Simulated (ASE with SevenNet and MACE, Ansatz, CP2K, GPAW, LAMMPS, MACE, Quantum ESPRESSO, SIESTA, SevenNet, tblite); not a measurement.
**Running amorphous Cd8Zn24Te9S23 (64 atoms) with machine-learned potentials**

How do the settings of machine-learned potentials change the result for amorphous Cd8Zn24Te9S23 (64 atoms)? A plane-wave run serves as the yardstick.

Calculated with ASE with SevenNet and MACE; the method is named at each step.

### Step 1. The structure

The cell holds 64 atoms: 8 Cd, 24 Zn, 9 Te and 23 S. Cell: a = 11.623 Å, b = 11.623 Å, c = 11.623 Å, α = 90.0°, β = 90.0°, γ = 90.0°. 64 atoms (8 Cd, 24 Zn, 9 Te, 23 S) placed at random at 4.61 g/cm³, melted at 2500 K for 10 ps at fixed volume with the Stillinger-Weber II-VI potential (Zhou et al., Phys. Rev. B 88, 085309 (2013)). Quenched from 2500 K to 300 K at 100 K/ps and fixed volume, held 5 ps.

The yardstick, on the same geometry:

```
method                 : Kohn-Sham DFT, PBE, SSSP efficiency 1.3.0 pseudopotentials, plane waves (Quantum ESPRESSO 7.5); sssp-pbe-1.3.0-efficiency, cutoffs 45/360 Ry, Γ point
r.m.s. force component : 0.4537 eV/Å
longest force          : 1.653 eV/Å
pressure               : -1.234 GPa
time                   : 5.2 min on 4 MPI ranks of Arm Neoverse V2, shared host
CPU time               : 21 min
```

### Step 2. SevenNet l3i5 potential

Method: machine-learned interatomic potential SevenNet l3i5, trained on PBE(+U) plane-wave data.

The input, run.py:

```python
import numpy as np
from ase.io import read
import mlip  # loads the published weights by name

atoms = read("structure.xyz")
atoms.calc = mlip.calc("7net-l3i5")
energy = atoms.get_potential_energy()
forces = atoms.get_forces()
print(f"energy {energy:.6f} eV")
print("forces (eV/A)")
for i, (a, f) in enumerate(zip(atoms, forces)):
    print(f"{i:4d} {a.symbol:2s} {f[0]:10.5f} {f[1]:10.5f} {f[2]:10.5f}")
stress = -atoms.get_stress(voigt=False) * 160.21766
print("stress (GPa, compression positive)")
for row in stress:
    print(" ".join(f"{x:10.4f}" for x in row))
```

The input, structure.xyz:

```xyz
64
Lattice="11.62280 0.00000 0.00000 0.00000 11.62280 0.00000 0.00000 0.00000 11.62280" Properties=species:S:1:pos:R:3 pbc="T T T"
Cd 1.48423 7.78239 11.29074
Cd 10.00746 9.61380 10.49190
Cd 11.15870 1.39346 8.19094
Cd 3.04250 3.54902 9.32137
Cd 6.06861 6.65161 8.71815
Cd 9.82859 6.28247 7.93151
Cd 0.08833 4.15190 11.31991
Cd 1.80816 1.05965 3.84959
Zn 6.92428 4.13167 10.73110
Zn 6.59466 6.19077 2.53261
Zn 7.19393 7.55947 5.25548
Zn 1.14764 6.78446 3.66885
Zn 5.78316 1.14275 3.66664
Zn 3.18430 0.26163 7.08084
Zn 10.57605 10.92206 5.16076
Zn 5.76979 8.21627 11.15126
Zn 11.25575 9.98317 2.50808
Zn 1.52119 0.39576 11.30434
Zn 7.08561 2.20589 7.94291
Zn 3.62957 6.13800 2.22902
Zn 9.24745 3.82193 4.35506
Zn 0.40436 9.27906 7.50066
Zn 10.34336 7.90629 4.49454
Zn 3.54856 9.87950 2.19264
Zn 7.62084 10.10428 2.27993
Zn 4.20757 4.50616 5.29151
Zn 5.41541 0.52349 11.33537
Zn 3.55751 10.15356 9.02487
Zn 7.40059 10.18587 8.06983
Zn 3.76218 3.31413 1.46180
Zn 9.08949 1.47261 0.29092
Zn 9.49966 6.68299 1.50817
Te 5.29674 4.14655 7.75287
Te 9.33753 5.44796 10.75179
Te 5.85963 0.44643 6.43740
Te 0.16597 3.50323 3.91491
Te 7.74369 2.54830 2.55504
Te 9.37425 3.32342 7.10246
Te 1.32047 5.94239 9.25338
Te 2.97544 8.58111 4.44386
Te 3.55600 7.86561 7.63467
S 5.78595 10.27037 9.90495
S 1.60522 10.69797 5.67936
S 5.91659 4.30718 1.34813
S 11.59177 7.78402 1.74377
S 9.47723 10.86639 1.01130
S 3.87330 2.57608 3.72592
S 0.00883 7.15314 6.39893
S 3.43744 1.83733 11.22239
S 3.71023 8.00730 0.79698
S 1.58767 4.74175 1.79549
S 8.58042 9.70655 4.45572
S 1.32372 9.95051 9.92448
S 1.63045 11.18102 1.84291
S 4.96863 6.63313 4.41701
S 1.85570 2.24599 7.42313
[... 4 atom lines left out ...]
S 1.72680 4.77778 5.75026
S 8.76313 6.18124 3.90677
S 11.25622 1.69007 10.76632
S 7.27239 1.83687 10.42751
```

Run with:

```sh
OMP_NUM_THREADS=1 python run.py > output.txt
```

What it wrote:

```text
energy -183.701950 eV
forces (eV/A)
   0 Cd   -0.05758   -0.11587   -0.20334
   1 Cd    0.16943   -0.07990   -0.42683
   2 Cd    0.17534   -0.08515   -0.22632
   3 Cd   -0.36144    0.01117   -0.31897
   4 Cd   -0.79567   -0.03039    0.71969
   5 Cd    0.19735   -0.51251    0.05355
   6 Cd    0.61198   -0.11050   -0.15285
   7 Cd   -0.33749    0.29100    0.40659
   8 Zn    0.18307    0.20897    0.49342
   9 Zn    0.12711    0.59219   -0.04027
  10 Zn    0.19182    0.14321   -0.18389
  11 Zn    0.20204   -0.49683    0.31339
  12 Zn   -0.23777    0.22604    0.35885
  13 Zn   -0.35071    0.58228    0.14696
  14 Zn    0.05078   -0.35186   -0.05181
  15 Zn    0.00640   -0.08017   -0.07128
  16 Zn   -0.19227    0.45630    0.04001
  17 Zn   -0.22828   -0.02341   -0.16497
  18 Zn    0.32628    0.23051    0.11179
  19 Zn   -0.14946    0.09818   -0.25367
  20 Zn   -0.25999    0.04094    0.36202
  21 Zn   -0.13012    0.08058   -0.09394
  22 Zn   -0.15640    0.36722    0.39714
  23 Zn    0.10221    0.04367   -0.13878
[...]
56 S    -0.50712   -0.56305    0.54308
  57 S     0.17665   -0.17975   -0.06818
  58 S     0.33675    0.50398    0.15795
  59 S     0.00738    0.38481   -0.47315
  60 S     0.21064    0.20945   -1.37438
  61 S    -0.28030   -0.54907   -0.35822
  62 S    -0.20848    0.16445    0.36178
  63 S    -0.18686    0.04669   -0.22712
stress (GPa, compression positive)
   -1.3936    -0.3937    -0.3933
   -0.3937    -0.6171    -0.0987
   -0.3933    -0.0987    -1.6026
```

Run time: 13 s. Hardware: 1 thread of Arm Neoverse V2, shared host; peak memory 0.95 GiB.

Banners, paths, timers and routine set-up lines are dropped from the logs unmarked, and long logs keep their key lines alone; longer cuts are marked.

Numbers from this run, and their distance from the reference:

```
r.m.s. force component                  : 0.3921 eV/Å
r.m.s. difference of force components   : 140.3 meV/Å
longest difference of force vectors     : 650.8 meV/Å
force difference over r.m.s. force      : 30.91 %
slope of forces against the reference's : 0.8256
correlation of force components         : 0.9554
pressure                                : -1.204 GPa
pressure difference                     : 0.0299 GPa
```

Length of the force difference by element (eV/Å):

```csv
element,atoms,mean,most
Cd,8,0.13,0.35
S,23,0.22,0.51
Te,9,0.32,0.65
Zn,24,0.18,0.38
```

Local excerpt of 9 atoms (numbers count through the whole input) about S44, which bears the longest force; x, y, z are measured from there.

```csv
atom,x,y,z,distance (Å),bonds,Fx,Fy,Fz (eV/Å)
S44,0.00,0.00,0.00,0.00,3,-0.67,0.92,-0.83
Zn10,0.68,1.88,1.18,2.33,4,0.13,0.59,-0.04
Zn30,-2.15,-0.99,0.11,2.37,4,-0.46,-0.04,0.19
Zn9,1.01,-0.18,-2.24,2.46,3,0.18,0.21,0.49
Te37,1.83,-1.76,1.21,2.81,3,1.20,-0.43,0.52
Zn20,-2.29,1.83,0.88,3.06,3,-0.15,0.10,-0.25
S47,-2.04,-1.73,2.38,3.58,4,0.57,-0.06,0.10
S64,1.36,-2.47,-2.54,3.80,4,-0.19,0.05,-0.23
S49,-2.48,-2.47,-1.75,3.91,4,0.15,0.06,0.34
```

Atoms are counted from 1 here, from 0 in the log.

Forces lie 31 % from the reference's, at 0.0062 times its CPU time (on 1 against 4 cores).

### Step 3. MACE MP-0b2 small potential

Method: machine-learned interatomic potential MACE MP-0b2 small, trained on PBE(+U) plane-wave data.

run.py, as its differences from that of step 2:

```diff
@@ -5,3 +5,3 @@
 atoms = read("structure.xyz")
-atoms.calc = mlip.calc("7net-l3i5")
+atoms.calc = mlip.calc("mace-mp-0b2-small")
 energy = atoms.get_potential_energy()
```

structure.xyz is that of step 2.

What it wrote:

```text
energy -184.693081 eV
forces (eV/A)
   0 Cd   -0.12207   -0.04023   -0.23767
   1 Cd    0.10126    0.12829    0.05633
   2 Cd    0.04526   -0.08117   -0.17045
   3 Cd   -0.16601   -0.05837   -0.12605
   4 Cd   -0.69501    0.04486    0.52910
   5 Cd   -0.10319   -0.54618    0.19791
   6 Cd    0.38332   -0.05157   -0.30772
   7 Cd   -0.33301    0.33140    0.21638
   8 Zn   -0.00176    0.23794    0.18777
   9 Zn    0.09854    0.46480    0.01349
  10 Zn    0.15281    0.16852   -0.11097
  11 Zn    0.08741   -0.40744    0.19831
  12 Zn   -0.36161    0.19044    0.36424
  13 Zn   -0.28373    0.51297    0.32547
  14 Zn    0.05021   -0.15863    0.09295
  15 Zn   -0.00103   -0.12460   -0.19777
  16 Zn   -0.06577    0.23158    0.01877
  17 Zn   -0.11650    0.01620   -0.12176
  18 Zn    0.23538    0.08339    0.15496
  19 Zn   -0.07618    0.00260   -0.09528
  20 Zn   -0.26073    0.17920    0.31442
  21 Zn    0.01128   -0.09907   -0.03729
  22 Zn   -0.03239    0.19272    0.30406
  23 Zn    0.07995    0.05050   -0.12299
[...]
56 S    -0.35085   -0.41790    0.45713
  57 S     0.18632   -0.04429   -0.00108
  58 S     0.21604    0.42298    0.34863
  59 S     0.13788    0.37077   -0.52668
  60 S     0.19690    0.15583   -1.23140
  61 S    -0.12113   -0.49967   -0.13832
  62 S    -0.14465    0.01013    0.33658
  63 S    -0.21783   -0.13415   -0.11682
stress (GPa, compression positive)
   -0.9451    -0.3075    -0.0924
   -0.3075    -0.4014    -0.0747
   -0.0924    -0.0747    -1.0572
```

Elapsed: 10 s, on 1 thread; peak memory 0.66 GiB.

Compared with the plane-wave run:

```
r.m.s. force component                  : 0.3398 eV/Å
r.m.s. difference of force components   : 201.9 meV/Å
longest difference of force vectors     : 818.5 meV/Å
force difference over r.m.s. force      : 44.51 %
slope of forces against the reference's : 0.6814
correlation of force components         : 0.9099
pressure                                : -0.8012 GPa
pressure difference                     : 0.4331 GPa
```

Against the first run (31 %), the force difference from the reference is 45 %, at 0.77 times the CPU time.

### Step 4. SevenNet 0 potential

Method: machine-learned interatomic potential SevenNet 0, trained on PBE(+U) plane-wave data.

run.py, as its differences from that of step 3:

```diff
@@ -5,3 +5,3 @@
 atoms = read("structure.xyz")
-atoms.calc = mlip.calc("mace-mp-0b2-small")
+atoms.calc = mlip.calc("7net-0")
 energy = atoms.get_potential_energy()
```

structure.xyz is that of step 3.

What it wrote:

```text
energy -184.743164 eV
forces (eV/A)
   0 Cd   -0.13127   -0.21211   -0.15125
   1 Cd    0.06670   -0.03149   -0.40253
   2 Cd    0.17090    0.01422   -0.32568
   3 Cd   -0.36784    0.06191   -0.36462
   4 Cd   -0.84359   -0.07922    0.65851
   5 Cd    0.19263   -0.47021    0.08766
   6 Cd    0.57026    0.05115   -0.15073
   7 Cd   -0.32929    0.37526    0.47090
   8 Zn    0.09595    0.19389    0.21542
   9 Zn    0.04246    0.38518   -0.06072
  10 Zn    0.14545    0.10115   -0.01505
  11 Zn    0.18855   -0.24992    0.17477
  12 Zn   -0.09003    0.38185    0.34018
  13 Zn   -0.30664    0.61267    0.14973
  14 Zn   -0.01274   -0.29210    0.12565
  15 Zn   -0.01840   -0.07039   -0.10491
  16 Zn   -0.17197    0.25451   -0.01220
  17 Zn   -0.13559   -0.01070   -0.10058
  18 Zn    0.26458    0.12759    0.01419
  19 Zn   -0.10768    0.16055   -0.13666
  20 Zn   -0.31276   -0.17891    0.34272
  21 Zn   -0.19477    0.10209   -0.17160
  22 Zn   -0.05055    0.29708    0.42858
  23 Zn    0.08627   -0.05734   -0.07776
[...]
56 S    -0.46038   -0.45029    0.46585
  57 S     0.17958   -0.20087   -0.06439
  58 S     0.47480    0.45378    0.18467
  59 S     0.19564    0.39914   -0.38882
  60 S    -0.13103   -0.25413   -1.29396
  61 S    -0.22643   -0.16387   -0.29122
  62 S    -0.21870    0.12714    0.31803
  63 S    -0.20136    0.01701   -0.19103
stress (GPa, compression positive)
   -1.2378    -0.3421    -0.3153
   -0.3421    -0.5634    -0.0726
   -0.3153    -0.0726    -1.5212
```

The job ended after 6.2 s (1 thread; peak memory 0.75 GiB).

Against the reference:

| Property | Result |
| --- | --- |
| r.m.s. force component | 0.3551 eV/Å |
| r.m.s. difference of force components | 189 meV/Å |
| longest difference of force vectors | 842.6 meV/Å |
| force difference over r.m.s. force | 41.65 % |
| slope of forces against the reference's | 0.7195 |
| correlation of force components | 0.9193 |
| pressure | -1.107 GPa |
| pressure difference | 0.1268 GPa |

Against the first run (31 %), the force difference from the reference is 42 %, at 0.79 times the CPU time.

### Step 5. The ladder

Differences are against the plane-wave reference, forces as r.m.s. over components; share is that over the reference's r.m.s. force, slope the least-squares factor from reference forces to these. Total energies of different programs have different zeros and aren't compared.

```csv
run,"Δ force, r.m.s. (meV/Å)",share (%),slope,Δ pressure (GPa),cores,CPU time,memory (GiB)
reference,-,-,-,-,4,21 min,3.6
SevenNet l3i5 potential,140,30.9,0.826,0.0299,1,7.8 s,0.95
MACE MP-0b2 small potential,202,44.5,0.681,0.433,1,6 s,0.66
SevenNet 0 potential,189,41.7,0.720,0.127,1,6.2 s,0.75
```

Times of the machine-learned potentials are mostly Python's start and the loading of weights.

CPU time is summed over cores on a shared host, where runs went side by side, so it is rough. Symmetry, cutoffs, thresholds, outputs and thread counts weren't matched or tuned between programs; memory under MPI is the largest rank's times the ranks.

### Step 6. Results

```json
{"nearest in forces": "SevenNet l3i5 potential, 31 %", "its CPU time": "7.8 s"}
```

**Reading.** Machine-learned potentials differ by 31 % (SevenNet l3i5 potential) to 45 % (MACE MP-0b2 small potential); they were trained on other programs' data. Among those trained on PBE data the slope goes as low as 0.68. The reference's pressure holds the uncorrected Pulay stress of its 45 Ry basis, so small pressure differences, and their order, may be the reference's own error. Machine-learned potentials mimic data converged in k, so the reference's own k-point error enters their differences. The quench rate of 100 K/ps is many orders above laboratory rates, so the cell is likely richer in defects and strain than a real sample. The network of bonds at the start is that of the classical potential that made the cell, and needn't be the one that DFT or experiment would give. The electronic-structure runs sample only Γ, in a cell whose shortest periodic width is 12 Å, which is coarse for a cell with partly filled levels. Spin–orbit coupling is left out, which matters for the levels of the heavy elements.

[Also dropped from logs without a mark: logging warnings of Python, and SIESTA's first energy breakdown and zero terms.]

[Logs are printed without paths, hosts, clocks, repeated set-up lines and the standing remarks that a program may print on its own settings, such as how far it seeks lower states.]

[Hosts, paths, dates, database ids (printed as entryN), source tags and the programs' standing remarks are cut or masked in the printed files.]
